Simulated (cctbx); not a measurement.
## Diagnosing a refinement

Cell a = 8.7970 Å, b = 8.7970 Å, c = 8.7970 Å, α = 90.00°, β = 90.00°, γ = 90.00°; space group Im-3m (no. 229). The compound is Pr3Cr2Ni6.

Simulated single-crystal data (cctbx): Cu Kα, λ = 1.54184 Å, to d = 0.83 Å, 50 % of the full sphere, strongest reflection 40000 counts, noise from counting, a 1.5 % proportional error and a noise floor of 4 counts (s.d.); no absorption.

An anisotropic refinement with weights 1/σ² prints:

```text
Rint 0.021, 83 unique reflections to 0.84 A
cycle     R1     wR2    GooF  max shift (A)
   1  0.0912  0.2146  22.385   0.00113
   2  0.0311  0.0762   7.946   0.00002
final R1 0.0311 wR2 0.0762 GooF 7.946  parameters 9  data/parameter 9.2
atom        x        y        z      Ueq    occ   su(xyz)  su(Uiso or U11)
Pr1    0.71251  0.00000  0.00000   0.0144  1.000  0.00017  0.0009
Zn1    0.50000  0.16718  0.16718   0.0253  1.000  0.00024  0.0017
Cr1    0.25000  0.25000  0.25000   0.0123  1.000  0.00000  0.0011
difference map: max 1.42 min -1.85 rms 0.40
Q1    0.0000  0.0000  0.2727   12    1.42  0.13 A from Pr1
Q2    0.2500  0.2500  0.2500    8    1.12  0.00 A from Cr1
Q3    0.0615  0.2500  0.4385   48    0.52  1.30 A from Zn1
Q4    0.0000  0.4279  0.4279   24    0.49  1.18 A from Zn1
Q5    0.0000  0.2406  0.2406   24    0.45  1.15 A from Zn1
Q6    0.1201  0.2500  0.3799   48    0.40  1.35 A from Zn1
```

**Question.** Can this result stand? If not, what is the likely fault?

Mend it. The fault: wrong element: Zn1 is Ni. Against the right model at the same level, R1 goes from 0.0044 to 0.0311 and GooF from 0.99 to 7.95, U of Zn1 swells from 0.0125 to 0.0253 Å², the top difference peak, 1.4 e/Å³, lies on Pr1 and a hole of -1.9 e/Å³ opens. Zn1 has 2 electrons too many and its U swells to shed them, as expected (near an absorption edge f′ can widen the mismatch well beyond the difference in Z).

The compound is Pr3Cr2Ni6. The right model at the same level gives:

```text
Rint 0.021, 83 unique reflections to 0.84 A
cycle     R1     wR2    GooF  max shift (A)
   1  0.0067  0.0161   1.677   0.00020
   2  0.0044  0.0095   0.990   0.00000
final R1 0.0044 wR2 0.0095 GooF 0.990  parameters 9  data/parameter 9.2
atom        x        y        z      Ueq    occ   su(xyz)  su(Uiso or U11)
Pr1    0.71251  0.00000  0.00000   0.0162  1.000  0.00002  0.0001
Ni1    0.50000  0.16707  0.16707   0.0125  1.000  0.00003  0.0002
Cr1    0.25000  0.25000  0.25000   0.0133  1.000  0.00000  0.0001
difference map: max 0.19 min -0.20 rms 0.05
Q1    0.0000  0.4161  0.4161   24    0.19  1.03 A from Ni1
Q2    0.0804  0.0804  0.2642   48    0.14  1.02 A from Pr1
Q3    0.1717  0.1717  0.2700   48    0.14  0.99 A from Cr1
Q4    0.0664  0.2500  0.4336   48    0.14  1.29 A from Ni1
Q5    0.0364  0.0364  0.3697   48    0.09  0.85 A from Pr1
Q6    0.0000  0.2320  0.2320   24    0.08  1.26 A from Ni1
```

Isotropic U is held between 0.0001 and 1 Å² by the program, and listed peak heights are interpolated, so they can pass the grid's maximum.

This is a model crystal, built by substitution and not relaxed, with assumed displacement parameters.

[Middle refinement cycles are left out of these outputs.]

[Logs are printed without paths, hosts, clocks, repeated set-up lines and the standing remarks that a program may print on its own settings, such as how far it seeks lower states.]
